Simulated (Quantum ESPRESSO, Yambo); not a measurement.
An input for Yambo 5.3.0 (SiSnHF (chair-type functionalised monolayer)):

```
optics
bss
bse
em1s
dipoles
rim_cut
rim_w
RandQpts= 3000000
RandGvec= 100 RL
CUTGeo= "slab z"
RandGvecW= 9 RL
Chimod= "HARTREE"
BSKmod= "SEX"
BSEmod= "resonant"
BSSmod= "d"
BSENGexx= 30 Ry
BSENGBlk= 5.5 Ry
% BSEQptR
 1 | 1 |
%
% BSEBands
 31 | 38 |
%
% BEnRange
 0 | 5 | eV
%
% BDmRange
 0.1 | 0.1 | eV
%
BEnSteps= 101
% BLongDir
 1 | 0 | 0 |
%
% BndsRnXs
 1 | 98 |
%
NGsBlkXs= 5.5 Ry
% LongDrXs
 1 | 1 | 0 |
%
% KfnQP_E
 1.103 | 1.0 | 1.0 |
%
WRbsWF
```

```sh
OMP_NUM_THREADS=1 mpirun -n 4 yambo -F bse4.in -J bse4 -C bse4 > bse4.log
```

The stored states that it reads are on a 6×6×1 mesh. The cell holds 4 atoms: 1 Si, 1 Sn, 1 H and 1 F. Its edges and angles: a = 4.397 Å, b = 4.397 Å, c = 17.000 Å, α = 90.0°, β = 90.0°, γ = 120.0°. Vacuum lies along c.

Question: How long will it take on 4 MPI ranks of Arm Neoverse V2, shared host, and how much memory?

It took 4.7 min; on shared hardware allow 2.4 min to 9.5 min. Peak host memory was 3.7 GiB.

The matrix is small, so building the kernel's matrix elements and any screening outweighs its diagonalisation.

[Paths, hosts, dates, memory and timing lines, banners, echoed tables and standing remarks are left out of the program output.]

[Logs are printed without paths, hosts, clocks, repeated set-up lines and the standing remarks that a program may print on its own settings, such as how far it seeks lower states.]

[Runs of the session that timed out or met a known fault of the program may be left out.]

[Hosts, paths, dates, database ids (printed as entryN), source tags and the programs' standing remarks are cut or masked in the printed files.]
